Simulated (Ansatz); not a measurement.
## La on Pd(100): change of the work function

Wanted: Δφ(θ) for La/Pd(100), starting from the bridge site.

Method: plane-wave DFT, PBE, Ansatz PAW, in Ansatz 0.2.0.

Most raw output is cut from this account.

### 1. Starting point

The cell holds 4 atoms: 4 Pd. Cell: a = 2.751 Å, b = 2.751 Å, c = 23.835 Å, α = 90.0°, β = 90.0°, γ = 90.0°. Vacuum lies along c.

### 2. The clean slab

The bare slab comes first, as the zero from which every change is counted. The two lowest layers are held at bulk places and the upper ones relax. The dipole correction removes the false field that a one-sided slab makes across the periodic vacuum, so each face gets a flat vacuum level of its own.

File input.yaml:

```yaml
crystal:
  lattice:
    - [2.7506453788, 0.0, 0.0]
    - [0.0, 2.7506453788, 0.0]
    - [0.0, 0.0, 23.835]
  atoms:
    - { symbol: Pd, position: [0.5, 0.5, 0.3775959723] }
    - { symbol: Pd, position: [0.0, 0.0, 0.4591986574] }
    - { symbol: Pd, position: [0.5, 0.5, 0.5408013426] }
    - { symbol: Pd, position: [0.0, 0.0, 0.6224040277] }
kpoints:
  mp_grid: { grid: [11, 11, 1] }
hamiltonian:
  xc: pbe
scf:
  occupations: { method: fermi_dirac, width: 0.1 }
  convergence: { dr2_threshold: 1.0e-08 }
efield:
  axis: 3
  dipole_correction: true
  ramp_position: 0.97
  ramp_width: 0.06
relax:
  f_tol: 0.02
  max_steps: 60
  constraints: [{ sites: [0, 1] }]
output:
  write_potential: true
  write_density: true
  volumetric_format: npy
```

Started as:

```bash
$ ansatz run input.yaml --threads 4 --pin off --max-ram 12288MiB --backend cpu --events-out ev --progress --plain --runs-dir out
```

Run time: 16 s. Hardware: 4 threads of Arm Neoverse V1, shared host; peak memory 0.5 GiB.

Relaxation path:

```tsv
step	energy less that of the first step (eV)	largest force component (eV/Å)
1	0.0000	0.2005
2	-0.0117	0.0661
3	-0.0129	0.0023
```

Forces are held to the 8 operations that the run works with; a distortion that breaks them can't arise in this run.

The atoms that moved most (Å):

```tsv
atom	dx	dy	dz	length
Pd4	0.000	0.000	0.097	0.097
Pd3	0.000	0.000	0.060	0.060
```

The relaxed structure:

```cif
data_structure
_symmetry_space_group_name_H-M 'P 1'
_symmetry_Int_Tables_number 1
_cell_length_a 2.7506
_cell_length_b 2.7506
_cell_length_c 23.8350
_cell_angle_alpha 90.000
_cell_angle_beta 90.000
_cell_angle_gamma 90.000
_cell_volume 180.34
loop_
_atom_site_label
_atom_site_type_symbol
_atom_site_fract_x
_atom_site_fract_y
_atom_site_fract_z
_atom_site_occupancy
Pd1 Pd 0.50000 0.50000 0.37760 1
Pd2 Pd 0.00000 0.00000 0.45920 1
Pd3 Pd 0.50000 0.50000 0.54332 1
Pd4 Pd 0.00000 0.00000 0.62648 1
```

Numbers from this step:

- energy at zero smearing: -27889.9538 eV
- work function, upper face: 5.104 eV
- dipole along the normal: -1.27e-4 e·Å

Running mean over 1.945 Å of the planar mean; the ramp of the sawtooth is left out. The electron's electrostatic potential energy less the Fermi level by z:

```tsv
z (Å)	electron's electrostatic potential energy less the Fermi level (eV)
3.0	5.10
3.5	5.10
4.0	5.10
4.5	5.10
5.0	5.10
5.5	5.09
6.0	5.06
6.5	4.95
7.0	4.54
7.5	2.71
8.0	-1.67
8.5	-6.20
9.0	-8.07
9.5	-8.40
10.0	-8.46
10.5	-8.51
11.0	-8.49
11.5	-8.20
12.0	-8.02
12.5	-8.25
13.0	-8.43
13.5	-8.22
14.0	-8.05
14.5	-8.14
15.0	-7.89
15.5	-5.70
16.0	-0.965
16.5	3.12
17.0	4.64
17.5	4.98
18.0	5.07
18.5	5.10
19.0	5.10
19.5	5.10
20.0	5.10
20.5	5.10
```

The relaxation took 3 steps and lowered the energy by 0.013 eV; the largest force on the free atoms ends at 0.0023 eV/Å.

The work function of the upper face is 5.10 eV.

### 3. The covered slab, k-mesh 4×4×1, coverage 0.111 ML

System of this step: La/Pd(100). The cell holds 37 atoms: 36 Pd and 1 La. Cell: a = 8.252 Å, b = 8.252 Å, c = 27.295 Å, α = 90.0°, β = 90.0°, γ = 90.0°. Vacuum lies along c.

The clean slab as it ended is repeated in the plane and the adsorbate is set on one face; the cell's size fixes the coverage, and the k-mesh shrinks with it to keep the sampling density about even. Adsorbate and upper layers relax, since the dipole depends on the height.

File input.yaml:

```yaml
crystal:
  lattice:
    - [8.2519361364, 0.0, 0.0]
    - [0.0, 8.2519361364, 0.0]
    - [0.0, 0.0, 27.2948684986]
  atoms:
    - { symbol: Pd, position: [0.1666666667, 0.1666666667, 0.3297323085] }
    - { symbol: Pd, position: [0.0, 0.0, 0.400991124] }
    - { symbol: Pd, position: [0.1666666667, 0.1666666667, 0.4744466759] }
    - { symbol: Pd, position: [0.0, 0.0, 0.5470718412] }
    - { symbol: Pd, position: [0.1666666667, 0.5, 0.3297323085] }
    - { symbol: Pd, position: [0.0, 0.3333333333, 0.400991124] }
    - { symbol: Pd, position: [0.1666666667, 0.5, 0.4744466759] }
    - { symbol: Pd, position: [0.0, 0.3333333333, 0.5470718412] }
[... 25 atom lines left out ...]
    - { symbol: Pd, position: [0.6666666667, 0.6666666667, 0.400991124] }
    - { symbol: Pd, position: [0.8333333333, 0.8333333333, 0.4744466759] }
    - { symbol: Pd, position: [0.6666666667, 0.6666666667, 0.5470718412] }
    - { symbol: La, position: [0.1666666667, 0.0, 0.6702676915] }
kpoints:
  mp_grid: { grid: [4, 4, 1] }
hamiltonian:
  xc: pbe
scf:
  occupations: { method: fermi_dirac, width: 0.1 }
  convergence: { dr2_threshold: 1.0e-08 }
efield:
  axis: 3
  dipole_correction: true
  ramp_position: 0.97
  ramp_width: 0.06
relax:
  f_tol: 0.02
  max_steps: 60
  constraints:
    - { sites: [0, 1, 4, 5, 8, 9, 12, 13, 16, 17, 20, 21, 24, 25, 28, 29, 32, 33] }
output:
  bader: true
  write_potential: true
  write_density: true
  volumetric_format: npy
```

It took 59 min on 4 threads; peak memory 8.4 GiB.

Step by step:

```tsv
step	energy less that of the first step (eV)	largest force component (eV/Å)
1	0.0000	2.7701
2	-0.6720	3.2021
3	-1.4637	3.5611
4	-2.2928	3.6562
5	-3.0282	3.2908
6	-3.6025	1.9527
7	-3.8857	0.5164
8	-4.0408	0.1425
9	-4.0625	0.0693
10	-4.0629	0.0068
```

Forces are held to the 4 operations that the run works with; a distortion that breaks them can't arise in this run.

The atoms that moved most (Å):

```tsv
atom	dx	dy	dz	length
La37	0.000	0.000	-1.432	1.432
Pd4	-0.102	0.000	-0.031	0.106
Pd16	0.102	0.000	-0.031	0.106
Pd24	-0.004	0.005	0.077	0.077
Pd20	-0.004	-0.005	0.077	0.077
Pd12	0.004	0.005	0.077	0.077
Pd8	0.004	-0.005	0.077	0.077
Pd7	0.000	0.000	0.043	0.043
```

The relaxed structure:

```xyz
37
Lattice="8.2519 0.0000 0.0000 0.0000 8.2519 0.0000 0.0000 0.0000 27.2949" Properties=species:S:1:pos:R:3
Pd    1.3753    1.3753    9.0000
Pd    0.0000    0.0000   10.9450
Pd    1.3753    1.3928   12.9654
Pd   -0.1019    0.0000   14.9017
Pd    1.3753    4.1260    9.0000
Pd    0.0000    2.7506   10.9450
Pd    1.3753    4.1260   12.9927
Pd    0.0036    2.7457   15.0089
Pd    1.3753    6.8766    9.0000
Pd    0.0000    5.5013   10.9450
Pd    1.3753    6.8591   12.9654
Pd    0.0036    5.5063   15.0089
Pd    4.1260    1.3753    9.0000
Pd    2.7506    0.0000   10.9450
Pd    4.1369    1.3954   12.9394
Pd    2.8525    0.0000   14.9017
Pd    4.1260    4.1260    9.0000
Pd    2.7506    2.7506   10.9450
Pd    4.1191    4.1260   12.9720
Pd    2.7470    2.7457   15.0089
Pd    4.1260    6.8766    9.0000
Pd    2.7506    5.5013   10.9450
Pd    4.1369    6.8566   12.9394
Pd    2.7470    5.5063   15.0089
Pd    6.8766    1.3753    9.0000
Pd    5.5013    0.0000   10.9450
Pd    6.8657    1.3954   12.9394
Pd    5.5013    0.0000   14.9632
Pd    6.8766    4.1260    9.0000
Pd    5.5013    2.7506   10.9450
Pd    6.8835    4.1260   12.9720
Pd    5.5013    2.7527   14.9600
Pd    6.8766    6.8766    9.0000
Pd    5.5013    5.5013   10.9450
Pd    6.8657    6.8566   12.9394
Pd    5.5013    5.4992   14.9600
La    1.3753    0.0000   16.8624
```

Numbers from this step:

| Quantity | Value |
| --- | --- |
| energy at zero smearing | -257262.5550 eV |
| work function, upper face | 2.931 eV |
| work function, lower face | 5.099 eV |
| dipole along the normal | 0.8161 e·Å |
| step between the vacuum levels | -2.169 eV |

Running mean over 1.945 Å of the planar mean; the ramp of the sawtooth is left out. The electron's electrostatic potential energy less the Fermi level by z:

z (Å), electron's electrostatic potential energy less the Fermi level (eV) and a bar from the least value:
```
      3.5       5.10 ##############################
      4.0       5.10 ##############################
      4.5       5.10 ##############################
      5.0       5.10 ##############################
      5.5       5.09 ##############################
      6.0       5.06 ##############################
      6.5       4.95 ##############################
      7.0       4.53 #############################
      7.5       2.71 #########################
      8.0      -1.67 ###############
      8.5      -6.19 #####
      9.0      -8.07 #
      9.5      -8.39 
     10.0      -8.44 
     10.5      -8.48 
     11.0      -8.45 
     11.5      -8.11 #
     12.0      -7.90 #
     12.5      -8.17 #
     13.0      -8.39 
     13.5      -8.09 #
     14.0      -7.86 #
     14.5      -8.10 #
     15.0      -8.20 #
     15.5      -6.76 ####
     16.0      -3.01 ############
     16.5       0.32 ###################
     17.0       1.38 ######################
     17.5       1.74 #######################
     18.0       2.17 ########################
     18.5       2.62 #########################
     19.0       2.83 #########################
     19.5       2.89 #########################
     20.0       2.92 #########################
     20.5       2.93 #########################
     21.0       2.93 #########################
     21.5       2.93 #########################
     22.0       2.93 #########################
     22.5       2.93 #########################
     23.0       2.93 #########################
     23.5       2.93 #########################
     24.0       2.93 #########################
```

The relaxation took 10 steps and lowered the energy by 4.1 eV; the largest force on the free atoms ends at 0.0068 eV/Å.

The covered face has 2.93 eV, -2.17 eV against the clean one; the bare back face has moved by -0.00 eV, a measure of how thin the slab is.

### 4. Adsorbate added, k-mesh 6×6×1, coverage 0.25 ML

System of this step: La/Pd(100). The cell holds 17 atoms: 16 Pd and 1 La. Cell: a = 5.501 Å, b = 5.501 Å, c = 27.295 Å, α = 90.0°, β = 90.0°, γ = 90.0°. Vacuum lies along c.

Another coverage, to see how the dipoles act on each other as their distance changes.

File input.yaml:

```yaml
crystal:
  lattice:
    - [5.5012907576, 0.0, 0.0]
    - [0.0, 5.5012907576, 0.0]
    - [0.0, 0.0, 27.2948684986]
  atoms:
    - { symbol: Pd, position: [0.25, 0.25, 0.3297323085] }
    - { symbol: Pd, position: [0.0, 0.0, 0.400991124] }
    - { symbol: Pd, position: [0.25, 0.25, 0.4744466759] }
    - { symbol: Pd, position: [0.0, 0.0, 0.5470718412] }
    - { symbol: Pd, position: [0.25, 0.75, 0.3297323085] }
    - { symbol: Pd, position: [0.0, 0.5, 0.400991124] }
    - { symbol: Pd, position: [0.25, 0.75, 0.4744466759] }
    - { symbol: Pd, position: [0.0, 0.5, 0.5470718412] }
    - { symbol: Pd, position: [0.75, 0.25, 0.3297323085] }
    - { symbol: Pd, position: [0.5, 0.0, 0.400991124] }
    - { symbol: Pd, position: [0.75, 0.25, 0.4744466759] }
    - { symbol: Pd, position: [0.5, 0.0, 0.5470718412] }
    - { symbol: Pd, position: [0.75, 0.75, 0.3297323085] }
    - { symbol: Pd, position: [0.5, 0.5, 0.400991124] }
    - { symbol: Pd, position: [0.75, 0.75, 0.4744466759] }
    - { symbol: Pd, position: [0.5, 0.5, 0.5470718412] }
    - { symbol: La, position: [0.25, 0.0, 0.6702676915] }
kpoints:
  mp_grid: { grid: [6, 6, 1] }
hamiltonian:
  xc: pbe
scf:
  occupations: { method: fermi_dirac, width: 0.1 }
  convergence: { dr2_threshold: 1.0e-08 }
efield:
  axis: 3
  dipole_correction: true
  ramp_position: 0.97
  ramp_width: 0.06
relax:
  f_tol: 0.02
  max_steps: 60
  constraints: [{ sites: [0, 1, 4, 5, 8, 9, 12, 13] }]
output:
  bader: true
  dos: { projected: true, e_range: [-8, 4] }
  write_potential: true
  write_density: true
  volumetric_format: npy
  elf: true
```

Run time: 17 min. Hardware: 4 threads; peak memory 4.3 GiB; 67 min of CPU time.

The steps of the relaxation:

```tsv
step	energy less that of the first step (eV)	largest force component (eV/Å)
1	0.0000	2.3229
2	-0.5883	2.7335
3	-1.2870	3.1132
4	-2.0291	3.2676
5	-2.7001	2.9792
6	-3.2281	1.7584
7	-3.4785	0.3791
8	-3.5906	0.1352
9	-3.6043	0.0999
10	-3.6052	0.0252
11	-3.6053	0.0042
```

Forces are held to the 4 operations that the run works with; a distortion that breaks them can't arise in this run.

The atoms that moved most (Å):

```tsv
atom	dx	dy	dz	length
La17	0.000	0.000	-1.378	1.378
Pd8	0.003	0.000	0.179	0.180
Pd16	-0.003	0.000	0.179	0.180
Pd4	-0.063	0.000	-0.014	0.064
Pd12	0.063	0.000	-0.014	0.064
Pd7	0.000	-0.027	0.035	0.044
Pd3	0.000	0.027	0.035	0.044
Pd11	0.000	0.034	0.000	0.034
```

This step gave:

```
energy at zero smearing        : -117812.5765 eV
work function, upper face      : 2.254 eV
work function, lower face      : 5.095 eV
dipole along the normal        : 0.4752 e·Å
step between the vacuum levels : -2.841 eV
```

Running mean over 1.945 Å of the planar mean; the ramp of the sawtooth is left out. The electron's electrostatic potential energy less the Fermi level by z:

```tsv
z (Å)	electron's electrostatic potential energy less the Fermi level (eV)
4	5.09
5	5.09
6	5.06
7	4.52
8	-1.67
9	-8.07
10	-8.43
11	-8.42
12	-7.79
13	-8.37
14	-7.61
15	-8.48
16	-5.25
17	-1.99
18	-0.211
19	1.75
20	2.15
21	2.23
22	2.25
23	2.25
24	2.25
```

The density of states has structure finer than the step of the table below, so its rows give means over 0.25 eV, whole bins alone (the curve runs from -8 to 1.98 eV). Peaks (eV: height): -3.310: 46.8, -2.440: 49.6, -2.320: 47.4, -2.260: 52.9, -2.110: 59.2, -0.030: 48.6, 1.890: 50.6.

Table of density of states by energy, zero at the Fermi level; means over each step:

```tsv
energy (eV)	density of states (states/eV a cell)
-6.75	0
-6.50	0.0164
-6.25	1.02
-6.00	1.16
-5.75	1.39
-5.50	1.58
-5.25	1.88
-5.00	7.92
-4.75	17.3
-4.50	29.5
-4.25	32.9
-4.00	32.8
-3.75	31.8
-3.50	25.6
-3.25	29.5
-3.00	30.0
-2.75	31.1
-2.50	36.2
-2.25	43.6
-2.00	30.9
-1.75	33.4
-1.50	36.9
-1.25	32.8
-1.00	39.5
-0.75	37.8
-0.50	35.5
-0.25	35.3
0.00	29.2
0.25	10.7
0.50	5.69
0.75	7.75
1.00	8.32
1.25	9.74
1.50	13.4
1.75	25.4
```

Projected DOS per atom over height of the atomic layer and energy from the Fermi level. Layers: Pd4 Pd4 Pd4 Pd4 La from below.

Ten even steps from '_' (0.0 states/eV) to '@' (24.3 states/eV), each cell a mean:
```
________@@
________::
__________
__________
__________
..________
..________
..________
__________
....______
__________
__________
__________
__..______
__________
__________
__________
__________
__________
__________
__________
__________
```
Columns: height of the atomic layer (Å) from 9 to 16.9; rows upwards: energy from the Fermi level (eV) from -7.96 to 1.95.

Valence density in the ca plane at fractional y = 0.000, with atoms of Pd and La within 0.2 Å of it. It is the smooth field of the valence electrons, not physical close to the nuclei.

Ten steps, logarithmic in the rise over the least value, from '0' (0 e/Å³) to '9' (13 e/Å³), each cell a mean:
```
01111369996311113699963110000000000000000000
01111246764211112478742100000000000000000000
11222223432222222244421000000000000000000000
11222222222122222223221000000000000000000000
11222223432212222244421000000000000000000000
01111246764211112578742100000000000000000000
01111369996311113699963110000000000000000000
00111379997311113799963222110000000000000000
01111258885211112578753444321000000000000000
11122235553211212345434555531000000000000000
11222222322122221222234555542100000000000000
11222222322122221222234555542100000000000000
01122235653211112345434555531000000000000000
01111258985211112578753444321000000000000000
00111379997311113799963222110000000000000000
```
Columns run along c (16.0 Å, from fractional 0.29 to 0.88 of the cell), rows up along a (5.5 Å). Atoms in or near the plane, at fractional coordinates: Pd at (0.40, 0.00), Pd at (0.55, 0.99), Pd at (0.40, 0.50), Pd at (0.55, 0.51), La at (0.62, 0.25).

ELF in the ca plane at fractional y = 0.000, with atoms of Pd and La within 0.2 Å of it. It is the smooth field of the valence electrons, not physical close to the nuclei.

Ten even steps from '0' (0.00) to '9' (0.83), each cell a mean:
```
11122255455221112554553311000111110000000000
11222235553222222456543321000000000000000000
12222222322222222233322221000000000000000000
22222222222222222222222221100000000000000000
12222222322222222233322221000000000000000000
11222235553222222456543321000000000000000000
11122255455221112554553311000111110000000000
11122365356211112553553334431112211000000000
11122246564221122466544689974222222100000000
12222224442222222234436878996322332110000000
12222222222222222222237712797322332210000000
12222222222222222222237722797322332210000000
12222224442222222234436878996322332110000000
11122246564221122466544689973222222100000000
11122365356211112553553334431112211000000000
```
Columns run along c (16.0 Å, from fractional 0.29 to 0.88 of the cell), rows up along a (5.5 Å). Atoms in or near the plane, at fractional coordinates: Pd at (0.40, 0.00), Pd at (0.55, 0.99), Pd at (0.40, 0.50), Pd at (0.55, 0.51), La at (0.62, 0.25).

Electrostatic potential energy in the ca plane at fractional y = 0.000, with atoms of Pd and La within 0.2 Å of it. With pseudopotentials it is smooth inside the atoms' cores, unlike the true potential.

Values in eV, 8 rows by 16 columns, each cell a mean:
```
  7   6 -24 -32   5   6 -27 -34   4   4   5   6   7   7   7   7
  6   5   2   0   6   5   0  -2   7   7   6   7   7   7   7   7
  6   5  -3  -6   6   5  -6  -9   7   6   6   6   7   7   7   7
  7   6 -31 -39   5   6 -33 -40   2   3   5   6   7   7   7   7
  7   6 -24 -32   5   6 -22 -30 -14 -17   2   6   7   7   7   7
  6   5   2   0   6   5   3  -2 -31 -32  -3   5   6   7   7   7
  6   5  -3  -6   6   6  -1  -7 -30 -33  -2   5   6   7   7   7
  7   6 -31 -39   5   6 -29 -38  -7  -8   3   6   7   7   7   7
```
Columns run along c (16.0 Å, from fractional 0.29 to 0.88 of the cell; values clipped at the 3rd and 97th percentile), rows up along a (5.5 Å). Atoms in or near the plane, at fractional coordinates: Pd at (0.40, 0.00), Pd at (0.55, 0.99), Pd at (0.40, 0.50), Pd at (0.55, 0.51), La at (0.62, 0.25).

The relaxation took 11 steps and lowered the energy by 3.6 eV; the largest force on the free atoms ends at 0.0042 eV/Å.

By hand: a sheet of dipoles makes a step −p/(ε₀A) in the electron's potential. With e/ε₀ = 180.95 V·Å, p = 0.4752 e·Å and A = 30.26 Å², that is −180.95 × (0.4752) / 30.26 = -2.841 eV, and the two vacuum levels of the run differ by -2.841 eV.

The covered face has 2.25 eV, -2.85 eV against the clean one; the bare back face has moved by -0.01 eV, a measure of how thin the slab is.

### 5. Work function against coverage

This step: plane-wave DFT, PBE, Ansatz PAW; work function against coverage (Ansatz 0.2.0).

The runs are now put side by side.

Numbers from this step:

```yaml
work_function_of_the_clean_face: 5.104 eV
largest_change_of_the_work_function: -2.851 eV
```

The work function of the covered face by coverage:

```tsv
coverage (adsorbates/nm²)	work function of the covered face (eV)
0.00	5.10
1.47	2.93
3.30	2.25
```

The dipole per adsorbate comes from the change of the cell's dipole. Coverage, by row:

```tsv
coverage (1/nm²)	coverage (ML)	work function (eV)	change (eV)	dipole per adsorbate, positive end outwards (debye)	mean height of the added atoms over the highest substrate atom (Å)
1.468	0.1111	2.931	-2.173	3.926	1.854
3.304	0.25	2.254	-2.851	2.285	1.805
```

### 6. The slab at 0.25 ML, atoms frozen

This step: plane-wave DFT, PBE, Ansatz PAW (Ansatz 0.2.0).

To see where the charge goes, the covered slab, the bare substrate and the adsorbate layer are each run at the same frozen positions and on the same grid.

File input.yaml:

```yaml
crystal:
  lattice:
    - [5.5012907576, 0.0, 0.0]
    - [0.0, 5.5012907576, 0.0]
    - [0.0, 0.0, 27.2948684986]
  atoms:
    - { symbol: Pd, position: [0.25, 0.25, 0.3297323085] }
    - { symbol: Pd, position: [0.0, 0.0, 0.400991124] }
    - { symbol: Pd, position: [0.25, 0.2549315511, 0.4757242738] }
    - { symbol: Pd, position: [-0.0114452932, 0.0, 0.5465623464] }
    - { symbol: Pd, position: [0.25, 0.75, 0.3297323085] }
    - { symbol: Pd, position: [0.0, 0.5, 0.400991124] }
    - { symbol: Pd, position: [0.25, 0.7450684489, 0.4757242738] }
    - { symbol: Pd, position: [0.0006223076, 0.5, 0.5536478497] }
    - { symbol: Pd, position: [0.75, 0.25, 0.3297323085] }
    - { symbol: Pd, position: [0.5, 0.0, 0.400991124] }
    - { symbol: Pd, position: [0.75, 0.2562607694, 0.4744370062] }
    - { symbol: Pd, position: [0.5114452932, 0.0, 0.5465623464] }
    - { symbol: Pd, position: [0.75, 0.75, 0.3297323085] }
    - { symbol: Pd, position: [0.5, 0.5, 0.400991124] }
    - { symbol: Pd, position: [0.75, 0.7437392306, 0.4744370062] }
    - { symbol: Pd, position: [0.4993776924, 0.5, 0.5536478497] }
    - { symbol: La, position: [0.25, 0.0, 0.6197728151] }
kpoints:
  mp_grid: { grid: [6, 6, 1] }
hamiltonian:
  xc: pbe
scf:
  occupations: { method: fermi_dirac, width: 0.1 }
  convergence: { dr2_threshold: 1.0e-08 }
efield:
  axis: 3
  dipole_correction: true
  ramp_position: 0.97
  ramp_width: 0.06
output:
  write_potential: true
  write_density: true
  volumetric_format: npy
```

Wall time 2 min (4 threads); peak memory 4.2 GiB; 7.8 min of CPU time.

This step gave:

| Item | Value |
| --- | --- |
| energy at zero smearing | -117812.5766 eV |
| work function, upper face | 2.255 eV |
| work function, lower face | 5.094 eV |
| dipole along the normal | 0.4749 e·Å |
| step between the vacuum levels | -2.840 eV |

The work function of the upper face is 2.25 eV.

[end of part 1 of 2]

[Logs are printed without paths, hosts, clocks, repeated set-up lines and the standing remarks that a program may print on its own settings, such as how far it seeks lower states.]

[Hosts, paths, dates, database ids (printed as entryN), source tags and the programs' standing remarks are cut or masked in the printed files.]

[Maps of the electrostatic potential energy from Ansatz leave out the sawtooth potential of an applied field or a dipole correction, so their vacuum need not be flat; planar profiles and work functions include it.]

[The density of states shown here was stored with 400 of the rows of the run's finer table, so its peaks can read low, often by over a quarter, or be missed, and its means over a window can be off by a tenth or more.]
